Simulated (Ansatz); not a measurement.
# Work function of Cd(0001): what the settings cost and change, part 2 of 2

Aim: the work function of Cd(0001) across levels of theory at one geometry.

Ansatz 0.2.0; plane-wave DFT, PBE, Ansatz PAW (the session's first sound run).

So far, work function, upper face (eV): step 2 (run, setting PBE, Ansatz PAW (420 eV)) 3.88; step 4 (PBEsol) 3.99; step 5 (RPBE) 3.72; step 6 (r2SCAN) 3.91; step 8 (PBE norm-conserving) 3.88.

## Step 9: Run

This step: plane-wave DFT, LDA, norm-conserving (Ansatz 0.2.0).

File input.yaml:

```yaml
crystal:
  lattice:
    - [2.98, 0.0, 0.0]
    - [1.49, 2.5807557033, 0.0]
    - [0.0, 0.0, 34.86084]
  atoms:
    - { symbol: Cd, position: [0.0, 0.0, 0.2581693384] }
    - { symbol: Cd, position: [0.6666666667, 0.6666666667, 0.338779559] }
    - { symbol: Cd, position: [0.0, 0.0, 0.4193897795] }
    - { symbol: Cd, position: [0.6666666667, 0.6666666667, 0.5] }
    - { symbol: Cd, position: [0.0, 0.0, 0.5806102205] }
    - { symbol: Cd, position: [0.6666666667, 0.6666666667, 0.661220441] }
    - { symbol: Cd, position: [0.0, 0.0, 0.7418306616] }
kpoints:
  mp_grid: { grid: [16, 16, 1] }
hamiltonian:
  xc: lda
  pseudopotentials: { kind: nc }
scf:
  occupations: { method: fermi_dirac, width: 0.1 }
  convergence: { dr2_threshold: 1.0e-09 }
efield:
  axis: 3
  dipole_correction: true
  ramp_position: 0.97
  ramp_width: 0.06
output:
  write_potential: true
  write_density: true
  volumetric_format: npy
```

Command:

```sh
$ ansatz run input.yaml --threads 4 --pin off --max-ram 6144MiB --backend cpu --events-out ev --progress --plain --runs-dir out
```

Log:

```text
[...]
Crystal: 7 atoms, lattice volume = 268.103 Å³
Basis set: ecut = 1387.780699 eV, 31369 PW (Γ)
Bands: 84, of which v1, the nominal top of the filled ones, is band 70 counted from 1 (69 counted from 0)
Symmetry: 6 space group operations
k-points: 30 of 256 (time reversal used)
[...]
k-point 0: bands = [... 66 lower, -0.8441, 0.0822, 1.1878, 2.4460, 3.9023, 5.4256, 7.0464, 8.6462, ... 10 higher]
  k-point 1: bands = [... 66 lower, -0.7332, 0.1869, 1.2848, 2.5230, 4.0402, 5.5335, 7.1446, 8.7377, ... 10 higher]
  k-point 2: bands = [... 66 lower, -0.4257, 0.4859, 1.5660, 2.7534, 4.4402, 5.8548, 7.4367, 9.0099, ... 10 higher]
  k-point 29: bands = [... 66 lower, 6.8410, 6.8891, 7.1892, 7.3381, 7.5171, 7.6524, 7.7632, 8.1231, ... 10 higher]
[key lines of the parts left out:]
SCF converged after 9 iterations
Free energy (F): -33387.859744 eV
Fermi energy:    6.266030 eV
Dipole field:    D = -0.000001 V/Å  (p = -0.000001 e·Å, saw-weighted, corrected)
Work function:   Φ+ = 4.2165 eV   Φ− = 4.2165 eV
```

It took 2.8 min on 4 threads of Intel Xeon 6975P-C (Granite Rapids), shared host; peak memory 4.9 GiB.

The work function is 4.217 eV, +0.339 eV from the run “PBE, Ansatz PAW (420 eV)”, at 7.3 times its CPU time.

## Step 10: Slab, setting PBE, all layers relaxed

This step: plane-wave DFT, PBE, Ansatz PAW (Ansatz 0.2.0).

Edit input.yaml of step 9 so:

```diff
@@ -16,4 +16,3 @@
 hamiltonian:
-  xc: lda
-  pseudopotentials: { kind: nc }
+  xc: pbe
 scf:
@@ -26,2 +25,5 @@
   ramp_width: 0.06
+relax:
+  f_tol: 0.01
+  max_steps: 40
 output:
```

Log:

```text
[...]
Crystal: 7 atoms, lattice volume = 268.103 Å³
Basis set: ecut = 420 eV, 5097 PW (Γ), exchange–correlation on 40×40×480 points (8 copies of the dense FFT grid, shifted against one another)
Bands: 84, of which v1, the nominal top of the filled ones, is band 70 counted from 1 (69 counted from 0)
Symmetry: 6 space group operations
[...]
atoms:
    - { symbol: Cd, position: [0, 0, 0.249788] }
    - { symbol: Cd, position: [0.666667, 0.666667, 0.333652] }
    - { symbol: Cd, position: [0, 0, 0.415997] }
    - { symbol: Cd, position: [0.666667, 0.666667, 0.500000] }
    - { symbol: Cd, position: [0, 0, 0.584003] }
    - { symbol: Cd, position: [0.666667, 0.666667, 0.666348] }
    - { symbol: Cd, position: [0, 0, 0.750212] }
[key lines of the parts left out:]
SCF converged after 8 iterations
Free energy (F): -57780.981819 eV
Fermi energy:    6.602184 eV
Dipole field:    D = -0.000000 V/Å  (p = -0.000000 e·Å, saw-weighted, corrected)
Work function:   Φ+ = 3.8060 eV   Φ− = 3.8060 eV
```

Wall time 47 s (4 threads); peak memory 1.1 GiB.

The relaxation took 3 steps and lowered the energy by 0.028 eV; the largest force on the free atoms ends at 0.0067 eV/Å.

The work function is 3.806 eV, -0.071 eV from the run “PBE, Ansatz PAW (420 eV)”, at 2.0 times its CPU time.

## Step 11: Slab

This step: plane-wave DFT, PBE, fully relativistic PAW with spin-orbit coupling (Ansatz 0.2.0).

Edit input.yaml of step 10 so:

```diff
@@ -17,2 +17,3 @@
   xc: pbe
+  pseudopotentials: { kind: paw_fr }
 scf:
@@ -25,5 +26,5 @@
   ramp_width: 0.06
-relax:
-  f_tol: 0.01
-  max_steps: 40
+magnetization:
+  noncollinear: true
+  spin_orbit: true
 output:
```

Log:

```text
[...]
non-collinear run that drives no moment, with spin-orbit: no starting moment large enough to seed its density (crystal.atoms[].spin), no starting occupations that ask for one, no magnetisation constraint and no magnetic field, so the semilocal B_xc is pinned to zero
Crystal: 7 atoms, lattice volume = 268.103 Å³
[...]
k-point 1: bands = [... 136 lower, 1.6081, 1.6081, 2.8588, 2.8588, 4.3151, 4.3151, 5.8309, 5.8309, ... 24 higher]
  k-point 2: bands = [... 136 lower, 1.8916, 1.8916, 3.0923, 3.0923, 4.7130, 4.7130, 6.1498, 6.1498, ... 24 higher]
  k-point 29: bands = [... 136 lower, 7.5258, 7.5308, 7.6137, 7.6147, 7.7790, 7.7960, 7.9316, 7.9321, ... 24 higher]
[key lines of the parts left out:]
SCF converged after 11 iterations
Magnetization: |M| = 0.0000 μB,  M = (+0.0000, +0.0000, +0.0000) μB
Free energy (F): -57799.786049 eV
Fermi energy:    6.562889 eV
Dipole field:    D = -0.000000 V/Å  (p = -0.000000 e·Å, saw-weighted, corrected)
Work function:   Φ+ = 3.8834 eV   Φ− = 3.8834 eV
```

Wall time 3.3 min (4 threads); peak memory 4.4 GiB; 13 min of CPU time.

The work function is 3.883 eV, +0.006 eV from the run “PBE, Ansatz PAW (420 eV)”, at 8.8 times its CPU time.

## Step 12: Comparing the runs

Times are for 4 threads of Intel Xeon 6975P-C (Granite Rapids), shared host. The series side by side:

```tsv
no.	setting	work function, upper face (eV)	time	memory (GiB)
1	PBE, Ansatz PAW (420 eV)	3.877	27 s	1.2
2	LDA, Ansatz PAW (420 eV)	4.215	29 s	1.2
3	PBEsol, Ansatz PAW (420 eV)	3.992	28 s	1.2
4	RPBE, Ansatz PAW (420 eV)	3.717	30 s	1.2
5	r2SCAN, Ansatz PAW (500 eV)	3.905	61 s	1.9
6	PBE, norm-conserving (1071 eV)	3.876	1.8 min	3.5
7	LDA, norm-conserving (1388 eV)	4.217	2.8 min	4.9
8	PBE, all layers relaxed	3.806	47 s	1.1
9	PBE with spin-orbit coupling (420 eV)	3.883	3.3 min	4.4
```

## Step 13: The same run with other settings

This step: plane-wave DFT, PBE, Ansatz PAW (Ansatz 0.2.0).

An input spoilt on purpose, to show how the run answers: it repeats the earlier run “PBE, Ansatz PAW (420 eV)” with crystal.atoms[0].spin to 2.0, and scf.max_iter set to 60; its output block differs too.

input.yaml, the sections that differ from step 11:

```yaml
crystal:
  lattice:
    - [2.98, 0.0, 0.0]
    - [1.49, 2.5807557033, 0.0]
    - [0.0, 0.0, 34.86084]
  atoms:
    - { symbol: Cd, position: [0.0, 0.0, 0.2581693384], spin: 2.0 }
    - { symbol: Cd, position: [0.6666666667, 0.6666666667, 0.338779559] }
    - { symbol: Cd, position: [0.0, 0.0, 0.4193897795] }
    - { symbol: Cd, position: [0.6666666667, 0.6666666667, 0.5] }
    - { symbol: Cd, position: [0.0, 0.0, 0.5806102205] }
    - { symbol: Cd, position: [0.6666666667, 0.6666666667, 0.661220441] }
    - { symbol: Cd, position: [0.0, 0.0, 0.7418306616] }
hamiltonian:
  xc: pbe
scf:
  occupations: { method: fermi_dirac, width: 0.1 }
  convergence: { dr2_threshold: 1.0e-09 }
  max_iter: 60
# kpoints, efield, output: as in step 11
# magnetization: removed
```

Log:

```text
Error: inconsistent input (magnetization.spin_polarized): false but per-atom `spin:`, `per_species`, `initial_magnetization`, `magnetic_field`, or `spin_locking` is set
```

Run time: 0.02 s. Hardware: 4 threads; peak memory 0.07 GiB.

The input was rejected at the start.

The program's message: “Error: inconsistent input (magnetization.spin_polarized): false but per-atom `spin:`, `per_species`, `initial_magnetization`, `magnetic_field`, or `spin_locking` is set”

The fault put into the input: a moment without spin polarisation.

## Step 14: What came out

| Item | Value |
| --- | --- |
| work function, PBE, Ansatz PAW (420 eV) | 3.877 eV |
| work function, LDA, Ansatz PAW (420 eV) | 4.215 eV |
| work function, RPBE, Ansatz PAW (420 eV) | 3.717 eV |
| work function, r2SCAN, Ansatz PAW (500 eV) | 3.905 eV |
| work function, LDA, norm-conserving (1388 eV) | 4.217 eV |
| work function, PBE, all layers relaxed | 3.806 eV |
| work function, PBE with spin-orbit coupling (420 eV) | 3.883 eV |

PBE on the default files gives 3.88 eV, and the settings tried spread the value from 3.72 to 4.22 eV. At one geometry LDA lies 0.34 eV above PBE. The choice of pseudopotentials moves the PBE value by 0.001 eV. Relaxing the layers changes it by -0.071 eV. Spin-orbit coupling, on the fully relativistic files, changes it by +0.01 eV. The ladder's slabs use the tabulated experimental lattice constant (two decimals; a low-temperature value for the alkali metals).

[Long decimals in the printed logs are rounded to 6 places.]

[Logs are printed without paths, hosts, clocks, repeated set-up lines and the standing remarks that a program may print on its own settings, such as how far it seeks lower states.]

[Hosts, paths, dates, database ids (printed as entryN), source tags and the programs' standing remarks are cut or masked in the printed files.]

[Maps of the electrostatic potential energy from Ansatz leave out the sawtooth potential of an applied field or a dipole correction, so their vacuum need not be flat; planar profiles and work functions include it.]
